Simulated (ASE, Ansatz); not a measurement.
# Localised basis functions on twisted Ti2CO2 MXene bilayer, 6.01° (910 atoms)

Aim: test how closely localised support functions follow the reference on twisted Ti2CO2 MXene bilayer, 6.01° (910 atoms), and at what cost. A setting counts as converged where the r.m.s. difference of forces stays under 1 % of the r.m.s. force.

Program: Ansatz 0.2.0. Level of theory: Kohn-Sham DFT, PBE+D4, PAW (set soft_2), plane waves. Results are calculated unless marked as measured.

**1. The structure**

The cell holds 910 atoms: 182 C, 364 Ti and 364 O. Cell: a = 28.904 Å, b = 28.904 Å, c = 23.630 Å, α = 90.0°, β = 90.0°, γ = 120.0°. It derives from Ti2CO2 (Ti2CO2 MXene). Ti2CO2 MXene (a = 3.03 Å) under Ti2CO2 MXene (a = 3.03 Å), bilayer, commensurate cell of 91 unit cells a layer, twist 6.01 deg; facing planes 2.75 Å apart; 12 Å of vacuum; layers as built, displaced by a Gaussian of 0.01 Å. Regions: layer 1, 455 atoms (91 C, 182 Ti and 182 O); layer 2, 455 atoms (91 C, 182 Ti and 182 O). Vacuum lies along c.

Limits known from the start: Beside vacuum, support functions can miss their usual error bounds without a warning. The main run has no spin polarisation, so moments on Ti can't form in it, and no Hubbard term. The Brillouin zone is sampled at Γ only, in a cell whose shortest periodic width is 25 Å.

**2. Plane-wave single point**

This run is the reference for what follows, at a cutoff of 420 eV.

File input.yaml:

```yaml
crystal:
  lattice:
    - [28.9044, 0.0, 0.0]
    - [-14.4522, 25.03194, 0.0]
    - [0.0, 0.0, 23.63]
  atoms:
    - { symbol: C, position: [0.01029, 0.82321, 0.34814] }
    - { symbol: Ti, position: [0.06929, 0.88606, 0.40296] }
    - { symbol: Ti, position: [0.07365, 0.82893, 0.29185] }
    - { symbol: O, position: [0.07388, 0.82802, 0.44232] }
    - { symbol: O, position: [0.06988, 0.88663, 0.25472] }
    - { symbol: C, position: [0.06565, 0.94502, 0.3474] }
    - { symbol: Ti, position: [0.12473, 0.00801, 0.40333] }
    - { symbol: Ti, position: [0.12871, 0.94896, 0.29206] }
    - { symbol: O, position: [0.12859, 0.94909, 0.44124] }
    - { symbol: O, position: [0.12421, 0.00687, 0.25418] }
    - { symbol: C, position: [0.02171, 0.64785, 0.34771] }
    - { symbol: Ti, position: [0.0806, 0.71096, 0.40342] }
    - { symbol: Ti, position: [0.08404, 0.65216, 0.29239] }
    - { symbol: O, position: [0.08394, 0.65198, 0.44183] }
    - { symbol: O, position: [0.0808, 0.71046, 0.25367] }
    - { symbol: C, position: [0.07721, 0.76951, 0.34694] }
    - { symbol: Ti, position: [0.13534, 0.83113, 0.40343] }
    - { symbol: Ti, position: [0.13893, 0.77303, 0.29221] }
    - { symbol: O, position: [0.13933, 0.77301, 0.44217] }
    - { symbol: O, position: [0.13571, 0.83155, 0.25372] }
    - { symbol: C, position: [0.13207, 0.89065, 0.34805] }
    - { symbol: Ti, position: [0.19089, 0.95188, 0.40347] }
    - { symbol: Ti, position: [0.19394, 0.8937, 0.2926] }
    - { symbol: O, position: [0.19454, 0.89369, 0.44137] }
    - { symbol: O, position: [0.19018, 0.95238, 0.25396] }
    - { symbol: C, position: [0.03264, 0.47267, 0.34837] }
    - { symbol: Ti, position: [0.09181, 0.53547, 0.40393] }
    - { symbol: Ti, position: [0.09499, 0.47682, 0.29244] }
    - { symbol: O, position: [0.09541, 0.47572, 0.44192] }
    - { symbol: O, position: [0.09207, 0.53501, 0.2539] }
    - { symbol: C, position: [0.08884, 0.59336, 0.34842] }
    - { symbol: Ti, position: [0.14623, 0.65525, 0.40334] }
    [... 872 atom lines left out ...]
    - { symbol: O, position: [0.01862, 0.31109, 0.55782] }
    - { symbol: C, position: [0.94514, 0.06581, 0.65199] }
    - { symbol: Ti, position: [0.0071, 0.12487, 0.70701] }
    - { symbol: Ti, position: [0.00379, 0.06229, 0.59616] }
    - { symbol: O, position: [0.00352, 0.06202, 0.74602] }
    - { symbol: O, position: [0.0074, 0.12455, 0.55825] }
kpoints:
  mp_grid: { grid: [1, 1, 1] }
hamiltonian:
  xc: pbe
  dispersion: d4
scf:
  occupations: { method: fermi_dirac, width: 0.05 }
output:
  forces: true
  populations: true
  dos:
    method: { smearing: { sigma: 0.1 } }
    de: 0.1
    projected: { site_lists: { C: [C], O: [O], Ti: [Ti] } }
  eigenvalues: true
```

Command:

```bash
$ ansatz run input.yaml --threads 32 --pin off --max-ram 143360MiB --backend cuda --events-out ev --progress --plain --runs-dir out
```

Numbers of over 12 decimals in the logs are rounded to 6 here.

The program printed:

```text
Engine: ansatz 0.2.0, aarch64-unknown-linux-gnu
Pseudopotentials: kind: paw
Pseudopotential: C, paw, valence charge 4, recommended cutoff 420 eV (normal), C.paw.azcp
Pseudopotential: Ti, paw, valence charge 12, recommended cutoff 420 eV (normal), Ti.paw.azcp
Pseudopotential: O, paw, valence charge 6, recommended cutoff 420 eV (normal), O.paw.azcp
[... 5 lines on functional and potentials left out ...]
device memory: the entry about to start is reckoned to put 152.5 GiB on a device that reports 182.5 GiB free
GPU FFT provider: cuFFT
GPU libraries: cuBLAS 13.8.1, cuFFT 12.4.0, cuSOLVER 12.3.2
GPU matrix products: emulated (plane waves: as basis.precision tells), large ones in fixed point in workspaces of 1.00 GiB
Crystal: 910 atoms, lattice volume = 17097.090 Å³
Basis set: ecut = 420 eV, 334369 PW (Γ), exchange–correlation on 400×400×320 points (8 copies of the dense FFT grid, shifted against one another)
Bands: 4550, of which v1, the nominal top of the filled ones, is band 3640 counted from 1 (3639 counted from 0)
Symmetry: 1 space group operations
Space group: P1 (ITA 1), of the structure as read, at distance tolerance 2.6e-4 Å
k-points: 1
[... 7 lines on functional and potentials left out ...]
Initial density: superposition of atomic densities (neutral atoms: chi_scale 0, normalization atom), corrected by the library's trained network
Initial wavefunctions: pseudopotential atomic-orbital guess
GPU buffer pool allocated for 6400000 grid points (all kernels)
GPU transforms: local potential and band sums: pruned to the plane-wave sphere, on 200×200×160
GPU projectors: on the FFT box's points about the atoms, with room for 7290556 of them (16 bands a pass); a geometry past the room, sums that fail their trial, or a want of GPU memory keeps the tables, and a block in half precision can take them where they are the faster
Functional: x = pbe(κ = 0.804, μ = 0.219515), c = pbe(β = 0.066725)
SCF iter   1: F=—  HF=-1163225.436836 eV  |F-HF|=—  |Δ(HF+E_count)|=         —  Δρ=5.08e-3  dr2=7.50e0  ethr=1.77e-3  ⟨swp⟩=7.0  Hψ=19365  notcnv=0  defer=12
preconditioner: auto → LDOS  [insulator: Δε(μ)=0.358 eV  Ē_g=8.648 eV  σ=0.050 eV  W_gap=0.94  n_scr=3760 (ndim 8)  ℏωp=18.8 eV  f_vac=0.428  D(μ)=11.98/eV (n_scr^D=8)  ε∞_Penn≈5.7  β→1.0]
SCF iter   2: F=—  HF=-1163227.419747 eV  |F-HF|=—  |Δ(HF+E_count)|=    1.98e0  Δρ=8.34e-3  dr2=2.18e1  ethr=1.03e-4  ⟨swp⟩=4.0  Hψ=9813  notcnv=0  defer=396
SCF iter   3: F=—  HF=-1163224.973418 eV  |F-HF|=—  |Δ(HF+E_count)|=    2.45e0  Δρ=4.38e-3  dr2=4.27e0  ethr=1.03e-4  ⟨swp⟩=3.0  Hψ=6495  notcnv=0  defer=396
SCF iter   4: F=—  HF=-1163224.276277 eV  |F-HF|=—  |Δ(HF+E_count)|=   6.97e-1  Δρ=5.37e-4  dr2=1.70e-1  ethr=5.86e-5  ⟨swp⟩=2.0  Hψ=6378  notcnv=0  defer=396
SCF iter   5: F=—  HF=-1163224.182103 eV  |F-HF|=—  |Δ(HF+E_count)|=   9.42e-2  Δρ=2.62e-4  dr2=1.86e-2  ethr=2.34e-6  ⟨swp⟩=2.0  Hψ=5768  notcnv=0  defer=396
SCF iter   6: F=—  HF=-1163224.220328 eV  |F-HF|=—  |Δ(HF+E_count)|=   3.82e-2  Δρ=8.14e-5  dr2=1.47e-3  ethr=2.55e-7  ⟨swp⟩=3.0  Hψ=6650  notcnv=0  defer=396
SCF iter   7: F=—  HF=-1163224.180180 eV  |F-HF|=—  |Δ(HF+E_count)|=   4.01e-2  Δρ=2.74e-5  dr2=2.28e-4  ethr=2.01e-8  ⟨swp⟩=3.0  Hψ=7389  notcnv=0  defer=396
SCF iter   8: F=—  HF=-1163224.208621 eV  |F-HF|=—  |Δ(HF+E_count)|=   2.84e-2  Δρ=8.63e-6  dr2=2.26e-5  ethr=3.14e-9  ⟨swp⟩=2.0  Hψ=6412  notcnv=0  defer=396
SCF iter   9: F=—  HF=-1163224.206803 eV  |F-HF|=—  |Δ(HF+E_count)|=   1.82e-3  Δρ=4.49e-6  dr2=1.31e-5  ethr=3.11e-10  ⟨swp⟩=2.0  Hψ=6386  notcnv=0  defer=396
SCF iter  10: F=—  HF=-1163224.206802 eV  |F-HF|=—  |Δ(HF+E_count)|=   3.17e-7  Δρ=1.98e-6  dr2=5.76e-6  ethr=1.79e-10  ⟨swp⟩=2.0  Hψ=5864  notcnv=0  defer=396
SCF iter  11: F=—  HF=-1163224.206802 eV  |F-HF|=—  |Δ(HF+E_count)|=   7.99e-8  Δρ=1.39e-6  dr2=2.84e-6  ethr=7.92e-11  ⟨swp⟩=2.0  Hψ=5864  notcnv=0  defer=396
SCF iter  12: F=—  HF=-1163224.206802 eV  |F-HF|=—  |Δ(HF+E_count)|=   3.10e-7  Δρ=1.15e-6  dr2=1.05e-6  ethr=3.90e-11  ⟨swp⟩=2.0  Hψ=5852  notcnv=0  defer=396
SCF iter  13: F=—  HF=-1163224.206802 eV  |F-HF|=—  |Δ(HF+E_count)|=   1.34e-7  Δρ=6.84e-7  dr2=1.88e-7  ethr=1.44e-11  ⟨swp⟩=3.0  Hψ=6389  notcnv=0  defer=396
SCF iter  14: F=-1163224.206802 eV  HF=-1163224.206802 eV  |F-HF|=1.21e-8  |Δ(HF+E_count)|=   6.29e-9  Δρ=3.51e-7  dr2=3.49e-8  ethr=1.37e-12  ⟨swp⟩=14.0  Hψ=17159  notcnv=0
SCF 1 converged in 14 iterations: F = -1163224.206802 eV  dr2 = 3.49e-8
  greatest PAW one-centre occupation: 0.999 electrons in one spin orbital (limit 2), on the Ti atom at site 72 (counted from 0), in its partial waves of l = 0
SCF converged after 14 iterations
Free energy (F): -1163224.206802 eV
Harris-Foulkes:  -1163224.206802 eV  (|F-HF|=1.21e-8)
Internal energy: -1163224.004767 eV  (E = F + TS)
E sigma→0 (E₀):  -1163224.105784 eV
Entropy (-TS):   -0.202035 eV (-0.222 meV/atom)
Fermi energy:    4.355890 eV
--- Per-component energies (eV) ---
  E_band       = -115442.803365
  E_kinetic    = 179104.098844
  E_local      = -5157230.935409  (includes V_loc(G=0)·N_el)
  E_nonlocal   = 23752.180647
  E_hartree    = 2502107.622988
  E_xc         = -71577.330086
  E_vxc        = -90160.571756  (∫ρ·V_xc dr)
  E_paw        = -456078.067786  (= ΣΔE_a)
  E_vpaw       = -75123.851381  (= ΣTr[D̂ρ^β])
  E_aug_tail   = 0.953775  (compensation charges beyond the density's cutoff)
  E_ewald      = 1816870.390790
  E_disp       = -172.918529  (pairwise vdW)
  E_smearing   = -0.202035  (= −TS)
  E_closure    = -0.000000  (closes the sum)
  Σ components = -1163224.206802   (vs F -1163224.206802, Δ=0.00e0)
--- Forces (eV/Å), atoms counted from 1 ---
[... 910 lines of forces left out ...]
  max |Σ_I F_I| component: 1.78e-4 eV/Å
--- Band table (eV) ---
[... left out ...]
--- Löwdin populations: 910 sites ---
  site symbol       q [e]
[... 910 lines, one an atom, left out ...]
  spilling = 0.003485 (of n_electrons = 7280.000000)
```

It took 63 s on 1 × NVIDIA GB200 with 32 threads of Arm Neoverse V2, shared host; peak memory 18 GiB.

In the SCF lines HF is the Harris–Foulkes energy and dr2 the Hartree energy of the density residual, in eV; the loop may stop once dr2 is under the threshold and the program's other checks hold. Hψ counts applications of the Hamiltonian.

That memory is the host's; the program planned up to 152 GiB on the GPU. Forces of this run were stored rounded, and per-atom blocks of the log weren't kept.

Numbers from this run:

```yaml
free_energy: -1163224.2068 eV
free_energy_per_atom: -1278.2684 eV/atom
scf_cycles: 14
r_m_s_force_component: 0.1863 eV/Å
longest_force: 0.7334 eV/Å
fermi_energy: 4.356 eV
spacing_of_highest_filled_and_lowest_empty_level: 0.3206 eV
levels_partly_filled_by_over_2_per_cent: 7
spilling_of_the_projection: 0.003485
```

Length of the force by element:

| element | coordination | atoms | mean length of the force (eV/Å) | spread | least | most |
| --- | --- | --- | --- | --- | --- | --- |
| C | all | 182 | 0.267 | 0.110 | 0.0319 | 0.536 |
| O | all | 364 | 0.302 | 0.123 | 0.0347 | 0.682 |
| Ti | all | 364 | 0.308 | 0.134 | 0.0269 | 0.733 |

Löwdin charges by element (they lack the spilled electrons, 0.028 e an atom on average):

| element | coordination | atoms | mean charge (e) | spread | least | most |
| --- | --- | --- | --- | --- | --- | --- |
| C | all | 182 | -0.903 | 0.002 | -0.909 | -0.898 |
| O | all | 364 | -0.606 | 0.0047 | -0.622 | -0.590 |
| Ti | all | 364 | 1.13 | 0.0049 | 1.12 | 1.14 |

By region:

| region | atoms | mean length of the force (eV/Å) |
| --- | --- | --- |
| layer 1 | 455 | 0.293 |
| layer 2 | 455 | 0.301 |

States in the cell by windows of 1 eV, zero at the Fermi level; some projections on atomic orbitals stand beside the total:

| from (eV) | to (eV) | total | Ti d | O p | C p | C s |
| --- | --- | --- | --- | --- | --- | --- |
| -14 | -12 | 0.0 | 0.0 | 0.0 | 0.0 | 0.0 |
| -12 | -11 | 33.7 | 1.4 | 0.8 | 0.3 | 19.2 |
| -11 | -10 | 209.5 | 32.2 | 3.9 | 3.8 | 125.5 |
| -10 | -9 | 120.8 | 27.4 | 1.0 | 0.6 | 84.0 |
| -9 | -7 | 0.0 | 0.0 | 0.0 | 0.0 | 0.0 |
| -7 | -6 | 97.2 | 24.2 | 46.2 | 15.0 | 0.7 |
| -6 | -5 | 786.9 | 193.7 | 481.9 | 60.5 | 4.3 |
| -5 | -4 | 1239.0 | 259.0 | 829.9 | 96.4 | 10.8 |
| -4 | -3 | 293.2 | 83.9 | 125.4 | 70.5 | 2.8 |
| -3 | -2 | 447.4 | 124.7 | 127.6 | 176.8 | 1.9 |
| -2 | -1 | 366.9 | 99.7 | 96.7 | 158.5 | 0.7 |
| -1 | 0 | 45.9 | 13.0 | 12.0 | 19.5 | 0.0 |
| 0 | 1 | 360.5 | 284.3 | 55.3 | 13.0 | 2.5 |
| 1 | 2 | 824.6 | 728.3 | 51.9 | 28.0 | 0.8 |

Between -26 and -14 eV lie 727 more states.

The stored curve holds about 4368 of the 7280 electrons; the rest, give or take the few that broadening carries across the Fermi level, lie in deeper levels below its range.

Not all projections were asked for or kept, so they needn't add up to the total.

The levels nearest the highest filled one (over half full), pooled over k-points and spins:

| level less the highest filled one (eV) | occupation |
| --- | --- |
| -0.649 | 2 |
| -0.643 | 2 |
| -0.0086 | 1.90 |
| -0.0061 | 1.90 |
| -0.0015 | 1.89 |
| 0 | 1.89 |
| 0.321 | 0.052 |
| 0.322 | 0.051 |
| 0.328 | 0.046 |
| 0.341 | 0.035 |
| 0.347 | 0.031 |
| 0.353 | 0.028 |

Mean Löwdin charges: C -0.90, O -0.61, Ti +1.13 e (they miss 0.35 % of the electrons, so they add up to more than the cell's charge). Just under the Fermi level the largest share is C p (54 % of the projected weight), just over it Ti d (71 % of the projected weight).

**3. Structure statistics**

Bonds and neighbours are counted at the geometry of the runs.

Normalised to the volume that the atoms fill. g(r), total and by pair (bins of 0.2 Å):

| r (Å) | total | O-O | O-Ti | O-C | Ti-Ti | Ti-C | C-C |
| --- | --- | --- | --- | --- | --- | --- | --- |
| 1.90 | 2.60 | 0.00 | 8.15 | 0.00 | 0.00 | 0.00 | 0.00 |
| 2.10 | 1.96 | 0.00 | 0.19 | 0.00 | 0.00 | 11.85 | 0.00 |
| 2.30 | 0.29 | 0.00 | 0.00 | 0.00 | 0.00 | 1.80 | 0.00 |
| 2.50 | 0.00 | 0.00 | 0.00 | 0.00 | 0.00 | 0.00 | 0.00 |
| 2.70 | 0.05 | 0.07 | 0.00 | 0.24 | 0.00 | 0.00 | 0.00 |
| 2.90 | 1.35 | 0.40 | 0.00 | 7.90 | 0.11 | 0.00 | 0.19 |
| 3.10 | 3.35 | 7.25 | 0.00 | 0.00 | 10.22 | 0.00 | 13.95 |
| 3.30 | 0.05 | 0.30 | 0.00 | 0.00 | 0.00 | 0.00 | 0.00 |
| 3.50 | 0.42 | 0.26 | 1.18 | 0.00 | 0.00 | 0.00 | 0.00 |
| 3.70 | 1.52 | 0.22 | 2.33 | 0.00 | 0.00 | 4.66 | 0.00 |
| 3.90 | 0.11 | 0.21 | 0.22 | 0.00 | 0.00 | 0.00 | 0.00 |
| 4.10 | 0.70 | 0.21 | 0.20 | 3.79 | 0.00 | 0.00 | 0.00 |
| 4.30 | 0.37 | 0.21 | 0.21 | 0.00 | 1.68 | 0.00 | 0.00 |
| 4.50 | 0.10 | 0.20 | 0.19 | 0.00 | 0.05 | 0.00 | 0.00 |
| 4.70 | 2.43 | 1.54 | 6.08 | 0.00 | 0.19 | 1.30 | 0.00 |
| 4.90 | 0.82 | 0.24 | 0.18 | 0.05 | 0.18 | 4.30 | 0.00 |
| 5.10 | 0.95 | 0.14 | 0.17 | 5.25 | 0.15 | 0.00 | 0.00 |
| 5.30 | 1.46 | 2.51 | 0.15 | 0.32 | 4.83 | 0.00 | 4.71 |
| 5.50 | 0.15 | 0.16 | 0.16 | 0.31 | 0.14 | 0.00 | 0.00 |
| 5.70 | 0.31 | 1.18 | 0.15 | 0.30 | 0.15 | 0.00 | 0.00 |
| 5.90 | 0.17 | 0.15 | 0.14 | 0.29 | 0.17 | 0.17 | 0.00 |
| 6.10 | 0.89 | 1.90 | 0.15 | 0.29 | 1.90 | 0.28 | 3.53 |
| 6.30 | 1.26 | 0.39 | 3.39 | 0.27 | 0.15 | 0.27 | 0.00 |
| 6.50 | 0.94 | 1.43 | 0.32 | 0.28 | 0.12 | 3.39 | 0.00 |
| 6.70 | 0.67 | 0.14 | 0.26 | 3.15 | 0.15 | 0.25 | 0.00 |
| 6.90 | 0.49 | 0.13 | 0.48 | 0.24 | 1.50 | 0.25 | 0.00 |
| 7.10 | 0.96 | 0.14 | 1.96 | 0.24 | 0.13 | 1.52 | 0.04 |
| 7.30 | 0.47 | 0.33 | 0.24 | 1.45 | 0.34 | 0.23 | 0.45 |

Bonds by pair of elements; cutoffs follow the first minimum of g(r), held within bounds set by covalent radii, and pairs that aren't listed don't count as bonded:

| pair A-B | cutoff (Å) | bonds | mean length (Å) | spread (Å) | shortest (Å) | B about A | A about B |
| --- | --- | --- | --- | --- | --- | --- | --- |
| O-Ti | 2.64 | 1092 | 1.97 | 0.014 | 1.92 | 3 | 3 |
| Ti-C | 2.64 | 1092 | 2.19 | 0.014 | 2.15 | 3 | 6 |

How many atoms have how many bonded neighbours:

| element | mean | 3 | 6 |
| --- | --- | --- | --- |
| C | 6 | 0 | 182 |
| O | 3 | 364 | 0 |
| Ti | 6 | 0 | 364 |

Bond angles, per cent of each kind in bins of 5°:

| angle (°) | C-Ti-O | Ti-C-Ti | C-Ti-C | O-Ti-O | Ti-O-Ti |
| --- | --- | --- | --- | --- | --- |
| 80–85 | 11.8 | 0.0 | 0.0 | 0.0 | 0.0 |
| 85–90 | 54.9 | 40.0 | 100.0 | 0.0 | 0.0 |
| 90–95 | 0.0 | 40.0 | 0.0 | 0.0 | 0.0 |
| 95–100 | 0.0 | 0.0 | 0.0 | 25.5 | 25.9 |
| 100–105 | 0.0 | 0.0 | 0.0 | 74.5 | 74.1 |
| 105–110 | 0.0 | 0.0 | 0.0 | 0.0 | 0.0 |
| 110–115 | 0.0 | 0.0 | 0.0 | 0.0 | 0.0 |
| 115–120 | 0.0 | 0.0 | 0.0 | 0.0 | 0.0 |
| 120–125 | 0.0 | 0.0 | 0.0 | 0.0 | 0.0 |
| 125–130 | 0.0 | 0.0 | 0.0 | 0.0 | 0.0 |
| 130–135 | 0.0 | 0.0 | 0.0 | 0.0 | 0.0 |
| 135–140 | 0.0 | 0.0 | 0.0 | 0.0 | 0.0 |
| 140–145 | 0.0 | 0.0 | 0.0 | 0.0 | 0.0 |
| 145–150 | 0.0 | 0.0 | 0.0 | 0.0 | 0.0 |
| 150–155 | 0.0 | 0.0 | 0.0 | 0.0 | 0.0 |
| 155–160 | 0.0 | 0.0 | 0.0 | 0.0 | 0.0 |
| 160–165 | 0.0 | 0.0 | 0.0 | 0.0 | 0.0 |
| 165–170 | 5.6 | 0.0 | 0.0 | 0.0 | 0.0 |
| 170–175 | 27.7 | 0.0 | 0.0 | 0.0 | 0.0 |
| 175–180 | 0.0 | 20.0 | 0.0 | 0.0 | 0.0 |

Bond angles (no mean is given where the spread exceeds 20°):

| angle | count | mean (°) | spread (°) |
| --- | --- | --- | --- |
| C-Ti-O | 3276 | - | - |
| Ti-C-Ti | 2730 | - | - |
| C-Ti-C | 1092 | 87.8 | 0.5 |
| O-Ti-O | 1092 | 100 | 0.6 |
| Ti-O-Ti | 1092 | 100 | 0.6 |

By these cutoffs all C atoms have 6, all O atoms have 3 and all Ti atoms have 6 bonded neighbours.

[end of part 1 of 2]

[Logs are printed without paths, hosts, clocks, repeated set-up lines and the standing remarks that a program may print on its own settings, such as how far it seeks lower states.]

[Hosts, paths, dates, database ids (printed as entryN), source tags and the programs' standing remarks are cut or masked in the printed files.]
